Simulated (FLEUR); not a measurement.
# MnF2: which magnetic order is lowest, part 3 of 3

Does MnF2 prefer parallel or opposed moments?

FLEUR MaX-R8.1; LDA (VWN) with U = 5.9 eV, J = 0.9 eV on Mn d; all-electron FLAPW, Dirac cores, scalar-relativistic bands.

So far. Step 3 (Start 2: antiferro +-): It lies 15.4 meV a seeded atom under the first start, and its largest moment is 4.72 μB against 4.74 μB. Step 4 (Run 3 (no spin polarisation)): It lies 5034 meV a seeded atom over the first start.

### 5. An attempt with other settings

Level of this step: DFT, all-electron FLAPW, input refused (FLEUR).

An input with a fault is tried, to see how the program answers.

Contents of inp.xml:

```
<?xml version="1.0" encoding="UTF-8" standalone="no"?>
<fleurInput fleurInputVersion="0.39">
   <comment>
      MnF2
   </comment>
   <calculationSetup>
      <cutoffs Kmax="4.29" Gmax="12.9" GmaxXC="12.9" numbands="0"/>
      <scfLoop itmax="50" minDistance="0.0001" maxIterBroyd="15" imix="Anderson" alpha="small" precondParam="0.0" spinf="2.0" sdNocoIR="T"/>
      <coreElectrons ctail="T" frcor="F" kcrel="0" coretail_lmax="0"/>
      <xcFunctional name="vwn" relativisticCorrections="F"/>
      <magnetism jspins="2"/>
      <soc l_soc="F" theta="0.0" phi="0.0" spav="F"/>
      <expertModes spex="0" secvar="F"/>
      <geometryOptimization l_f="F" forcealpha="1.0" forcemix="BFGS" epsdisp="0.00001" epsforce="0.00001"/>
      <ldaU l_linMix="F" mixParam="0.05" spinf="1.0"/>
   </calculationSetup>
   <cell>
      <bzIntegration valenceElectrons="58.0" mode="hist" fermiSmearingEnergy="0.00110248">
         <kPointListSelection listName="default-1"/>
         <xi:include xmlns:xi="http://www.w3.org/2001/XInclude" href="kpts.xml"> </xi:include>
      </bzIntegration>
      <xi:include xmlns:xi="http://www.w3.org/2001/XInclude" href="sym.xml"> </xi:include>
      <bulkLattice scale="1.0">
         <bravaisMatrix>
            <row-1>    9.2101471860754796     0.0000000000000000     0.0000000000000000</row-1>
            <row-2>    0.0000000000000000     9.2101471860754796     0.0000000000000000</row-2>
            <row-3>    0.0000000000000000     0.0000000000000000     6.2563162807132198</row-3>
         </bravaisMatrix>
      </bulkLattice>
   </cell>
   <atomSpecies>
      <species name="Manganese 4.501" element="Mn" atomicNumber="25">
         <mtSphere radius="2.48" gridPoints="819" logIncrement="0.015"/>
         <atomicCutoffs lmax="10" lnonsphr="8"/>
         <electronConfig flipSpins="F">
            <coreConfig>(1s1/2) (2s1/2) (2p1/2) (2p3/2)</coreConfig>
            <valenceConfig>(3s1/2) (3p1/2) (3p3/2) (4s1/2) (3d3/2) (3d5/2)</valenceConfig>
            <stateOccupation state="(3d3/2)" spinUp="1.7505" spinDown="0.2495"/>
            <stateOccupation state="(3d5/2)" spinUp="3.0" spinDown="0.0"/>
         </electronConfig>
         <energyParameters s="4" p="4" d="3" f="4"/>
         <ldaU l="2" U="5.9" J="0.9" l_amf="F"/>
         <lo type="SCLO" l="0" n="3" eDeriv="0"/>
         <lo type="SCLO" l="1" n="3" eDeriv="0"/>
      </species>
      <species name="Fluorine (F)" element="F" atomicNumber="9">
         <mtSphere radius="1.4" gridPoints="463" logIncrement="0.023"/>
         <atomicCutoffs lmax="6" lnonsphr="4"/>
         <electronConfig flipSpins="F">
            <coreConfig>(1s1/2)</coreConfig>
            <valenceConfig>(2s1/2) (2p1/2) (2p3/2)</valenceConfig>
            <stateOccupation state="(2p1/2)" spinUp="0.833333" spinDown="0.833333"/>
            <stateOccupation state="(2p3/2)" spinUp="1.666667" spinDown="1.666667"/>
         </electronConfig>
         <energyParameters s="2" p="2" d="3" f="4"/>
      </species>
   </atomSpecies>
   <atomGroups>
      <atomGroup species="Manganese 4.501">
         <relPos label="                   1">.0000000000 .0000000000 .0000000000</relPos>
         <relPos label="                   2">1.000/2.000 1.000/2.000 1.000/2.000</relPos>
         <force calculate="T" relaxXYZ="TTT"/>
      </atomGroup>
      <atomGroup species="Fluorine (F)">
         <relPos label="                   3">.3053000000 .3053000000 .0000000000</relPos>
         <relPos label="                   4">.1947000000 -.1947000000 1.000/2.000</relPos>
         <relPos label="                   5">-.3053000000 -.3053000000 .0000000000</relPos>
         <relPos label="                   6">-.1947000000 .1947000000 1.000/2.000</relPos>
         <force calculate="T" relaxXYZ="TTT"/>
      </atomGroup>
   </atomGroups>
   <output dos="F" band="F" slice="F">
      <bandDOS minEnergy="-.5*Htr" maxEnergy="0.5*Htr" sigma="0.015" storeEVData="T"/>
      <plotting iplot="0" polar="F">
         <plot TwoD="T" vec1="  1.0  0.0  0.0" vec2="  0.0  1.0  0.0" vec3="  0.0  0.0  1.0" zero="  0.0  0.0  0.0" file="plot"/>
      </plotting>
      <moessbauerParams electricFieldGradient="F" isomerShift="F" coreHyperfine="F" valenceHyperfine="F"/>
   </output>
</fleurInput>
```

Contents of crystal.txt:

```
MnF2
&input film=F cartesian=F /
4.87380000000  0.00000000000  0.00000000000
0.00000000000  4.87380000000  0.00000000000
0.00000000000  0.00000000000  3.31070000000
1.8897261246
1.0 1.0 1.0

6
25 0.00000000000  0.00000000000  0.00000000000 : 4.501
25 0.50000000000  0.50000000000  0.50000000000 : 4.501
9 0.30530000000  0.30530000000  0.00000000000
9 0.19470000000  0.80530000000  0.50000000000
9 0.69470000000  0.69470000000  0.00000000000
9 0.80530000000  0.19470000000  0.50000000000

&kpt div1=6 div2=6 div3=6 gamma=T /
```

Launch:

```bash
> OMP_NUM_THREADS=1 inpgen -f crystal.txt > inpgen.log  # inp.xml is then edited as shown
> OMP_NUM_THREADS=1 mpirun -n 4 fleur_MPI > fleur.log
```

The log of the run:

```text
Welcome to FLEUR        (www.flapw.de)
      MaX-Release 8.1          (www.max-centre.eu)
 Unknown character string found: small
 Defined variables:
Pi = 3.1415926536
Deg = .0174532925
Ang = 1.8897261248
nm = 18.8972612477
pm = .0188972612
Bohr = 1.0000000000
Htr = 1.0000000000
eV = .0367493222
Ry = .5000000000
up = 999.0000000000
down = -999.0000000000
**************FLEUR-Error*****************
Error message: Error in expression:Unknown character string found: small
Error occurred in subroutine: calculator
Error from PE:0/4
*****************************************

Memory (rank 0): 0.030 GB (peak 0.028 GB)
```

Wall time 2.7 s (4 MPI ranks of Intel Xeon 6975P-C (Granite Rapids), shared host); peak memory 0.12 GiB.

The program refused the input before any cycle.

The program's message: “Error in expression:Unknown character string found: small”

The fault in the input: a word for a number.

The field takes a number or an expression of known constants, and this word is neither.

### 6. The states side by side

Free energies are divided by the number of seeded atoms.

Orders:

| start | final state | typed order kept | energy over the lowest (meV a seeded atom) | largest sphere moment (μB) | net moment (μB a primitive cell) | mesh matched | CPU time (s) |
| --- | --- | --- | --- | --- | --- | --- | --- |
| ferro ++ | ferromagnetic | yes | 15.44 | 4.74 | 10 | yes | 170.9 |
| antiferro +- | antiferromagnetic | yes | 0 | 4.719 | 0 | yes | 236.7 |
| no spin polarisation | non-magnetic | - | 5049 | 0 | 0 | yes | 110.3 |

### 7. Summary of results

| Property | Result |
| --- | --- |
| lowest state found | antiferromagnetic (typed antiferro +-) |
| largest site spin moment | 4.72 μB |
| next finished state | ferromagnetic, 15.4 meV a seeded atom higher |
| spinless run over the lowest (under a U no clean measure of the moments) | 5049 meV a seeded atom |

What this shows: The lowest state found is antiferromagnetic, reached from the start antiferro +-, with moments up to 4.72 μB. The next finished state costs 15 meV a seeded atom. Under a U a spinless run can be left with part-filled orbitals, which the U penalises, or fall into a low-spin state, so its energy is no clean measure of what the moments gain. This is the lowest of 3 finished starts, no proof of the ground state.

[Logs and program files are shortened in this print: banners, set-up blocks, solver, clock and traceback lines can be left out without a mark of their own.]

[Logs are printed without paths, hosts, clocks, repeated set-up lines and the standing remarks that a program may print on its own settings, such as how far it seeks lower states.]

[Hosts, paths, dates, database ids (printed as entryN), source tags and the programs' standing remarks are cut or masked in the printed files.]

[Where a cell is said to come from a database of computed structures, the database is the Materials Project.]
